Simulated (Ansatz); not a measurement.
# Formation energy and levels of the substitutional impurity Nb_Al in AlN (F-43m), part 2 of 2

Aim: at which Fermi levels does Nb_Al in AlN (F-43m) change its charge? The model is a cell of 54 host atoms with 1 Al taken out and 1 Nb put in.

Ansatz; place-levels on r2SCAN runs: charge-transition levels and formation energies with image-charge correction and potential alignment at the atomic sites; PAW set soft_1.

So far: The structure; The runs of each charge state; Placing the levels, r2SCAN.

**3. Placing the levels, r2SCAN (continued)**

Levels between the charges placed, in eV above the valence top:

```csv
,gap (eV),(+2/+1),(+1/0),(0/−1)
r2SCAN,3.92,2.54,3.38,3.96
```

Corrections by state:

```csv
charge,moment (μB),image terms and alignment (eV),band filling (eV),ε used,"over the lowest of its charge, as the program ranks them, band filling apart (eV)"
+2,0.0,1.923,-,8.51,0.000
+1,1.0,0.679,-,8.51,0.000
0,2.0,0.000,-,-,0.000
−1,3.0,-0.161,-,8.51,0.000
0,0.0,0.000,-,-,0.245
−1,1.0,-0.171,-,8.51,0.128
```

The charged structures listed were also run neutral, and place-levels reads from each pair, by the potential or the spins, how wide the charge is by which they differ; that can be the carrier of either run.

```csv
charge,rms radius (Å),spread where it is widest against the cell (Å),wide from (Å),reading
+2,3.1,1.77,1.31,wide
+1,4.2,2.48,1.31,wide
−1,1.4,0.79,1.31,narrow
```

The neutral runs of these pairs need not share the spin of the lowest neutral state, and very wide values only mean spread over the cell.

From the program's caveats on the states, each cut to its opening words:

- charge +2: it parts from the run at its places by a charge that spreads by about 1.8 Å along one vector (1.3 Å or more is wide), by its potential at epsilon 4.64, taken [...]
- charge +2: its alignment with the host at atomic sites is doubtful: the mean over the far sites moves by -0.1269 eV from their farther parts to their nearer, more than [...]
- charge +1 (1 μB): it parts from the run at its places by a charge that spreads by about 2.5 Å along one vector (1.3 Å or more is wide), by its potential at epsilon 4.64, taken [...]
- charge +1 (1 μB), 0 (2 μB), −1 (3 μB), −1 (1 μB): flagged: stability check not made
- charge 0 (2 μB): its alignment with the host at atomic sites is doubtful: the mean over the far sites moves by +0.1217 eV from their farther parts to their nearer, more than [...]
- charge −1 (3 μB): its alignment with the host at atomic sites is doubtful: the mean over the far sites moves by +0.1956 eV from their farther parts to their nearer, more than [...]
- charge 0: its alignment with the host at atomic sites is doubtful: the mean over the far sites moves by +0.0826 eV from their farther parts to their nearer, more than [...]
- charge 0: its displacements don't fall off away from the defect: farther atoms stand 0.017 Å off the host's places
- charge −1 (1 μB): its alignment with the host at atomic sites is doubtful: the mean over the far sites moves by +0.1739 eV from their farther parts to their nearer, more than [...]

Chemical potentials of the elements' reference phases, run alike. Formation energies (elemental references), with the Fermi level at the valence top and at the conduction bottom (gap 3.92 eV):

```csv
charge,at valence top (eV),at conduction bottom (eV),correction included (eV)
+2,-1.29,6.54,1.92
+1,1.24,5.16,0.68
0,4.62,4.62,0.00
−1,8.57,4.66,-0.16
```

(Fermi level (eV), lowest formation energy (eV)): (0.00, -1.29), (0.36, -0.58), (0.71, 0.13), (1.07, 0.84), (1.42, 1.55), (1.78, 2.26), (2.14, 2.98), (2.49, 3.69), (2.85, 4.09), (3.21, 4.45), (3.56, 4.62), (3.92, 4.62)

**4. The same at the relaxations' own k-points**

The relaxations' own energies give the levels at their sampling, for comparison.

The input, levels.relax_mesh.yaml:

```yaml
host:
  run: host.relax.run
states: [qm1_M1.relax.run, qm1_M3.relax.run, q0.relax.run, q0_M2.relax.run, qp1_M1.relax.run, qp2.relax.run]
chemical_potentials:
  Al:
    energy: -540.418346
    dataset: <sha256 of the dataset>
  Nb:
    energy: -4563.656891
    dataset: "<sha256 of the dataset>"
```

The run is started by

```bash
> ansatz place-levels levels.relax_mesh.yaml -- --threads 4 --pin off --max-ram 7536MiB
```

The program printed:

```text
(+2/+1) 2.446 eV above the valence edge, 1.424 eV under the conduction edge
(+1/0) 3.275 eV above the valence edge, 0.595 eV under the conduction edge
(0/-1) 4.016 eV above the valence edge, in the conduction band
formation energy of charge +2: -1.588 eV with the Fermi level at the valence edge
formation energy of charge +1: +0.858 eV with the Fermi level at the valence edge
formation energy of charge 0: +4.133 eV with the Fermi level at the valence edge
formation energy of charge -1: +8.149 eV with the Fermi level at the valence edge
  edges by r2scan, gap 3.870 eV; the host is sampled to repeats of 9.27 Å
[... the lines on each state left out ...]
```

Wall time 0.2 s (4 threads of Arm Neoverse V1, shared host).

Levels between neighbouring charges, in eV above the valence top:

```csv
,gap (eV),(+2/+1),(+1/0),(0/−1)
"one point at (¼, ¼, ¼)",3.87,2.45,3.27,4.02
a 2×2×2 shifted mesh,3.92,2.54,3.38,3.96
```

Going from one point at (¼, ¼, ¼) to a 2×2×2 shifted mesh moves the levels that carry no band-filling term by up to 0.10 eV and formation energies against the elements by up to 0.49 eV.

**5. Results**

```
gap of the host                                                             : 3.92 eV (r2SCAN)
level (plus 2/plus 1)                                                       : 2.54 eV above the valence top
level (plus 1/0)                                                            : 3.38 eV above the valence top
level (0/minus 1)                                                           : 3.96 eV above the valence top, past the conduction bottom
lowest of the charges placed, just above the valence top (0.02 eV)          : +2
lowest of the charges placed, just below the conduction bottom (0.02 eV)    : 0
lowest formation energy at mid-gap of the charges run, elemental references : 2.62 eV
```

Of the charges placed (−1, 0, +1 and +2), the lowest changes at 2.54 eV (+2/+1) and 3.38 eV (+1/0) above the valence top, in a gap of 3.92 eV. (+1/0) lies nearer to a band edge than the share of the finite-size correction in it (0.68 eV), and that correction holds for a localised charge alone. (0/−1) lies 0.04 eV from a band edge, less than the doubt on such levels. Charges above +2 were not placed, so these runs say nothing of levels that involve them. States placed: +2 at 0 μB; +1 at 1 μB; 0 at 2 μB and 0 μB; −1 at 3 μB and 1 μB. Other spin states or structures, where not listed, weren't placed. Corrections reach 1.9 eV, so the cell is small for these charges and their levels are rough. Nb is taken at its element; compounds, which aren't counted here, bound the chemical potentials and would shift these formation energies. Going from one point at (¼, ¼, ¼) to a 2×2×2 shifted mesh moves the levels that carry no band-filling term by up to 0.10 eV and formation energies against the elements by up to 0.49 eV. The program doubts the alignment of potentials for at least one state, a sign that the cell is small. Keep in mind: r2SCAN makes the gap too small and tends to spread out bound carriers; where a gas molecule sets a chemical potential or the host's formation energy, its binding is uncorrected; force components of up to 0.24 eV/Å remain in a run at the final settings.

[Logs are printed without paths, hosts, clocks, repeated set-up lines and the standing remarks that a program may print on its own settings, such as how far it seeks lower states.]

[Hosts, paths, dates, database ids (printed as entryN), source tags and the programs' standing remarks are cut or masked in the printed files.]

[Where a table of states has a column of steps, it counts the stored structures, which are thinned; the runs took as many ionic steps or more.]

[A defect's name tells the site on which it was built; relaxed atoms can leave that site.]

[For some hosts the program warned that the k-mesh of the response run may be too coarse for force constants and the static dielectric constant; such warnings are not shown here.]
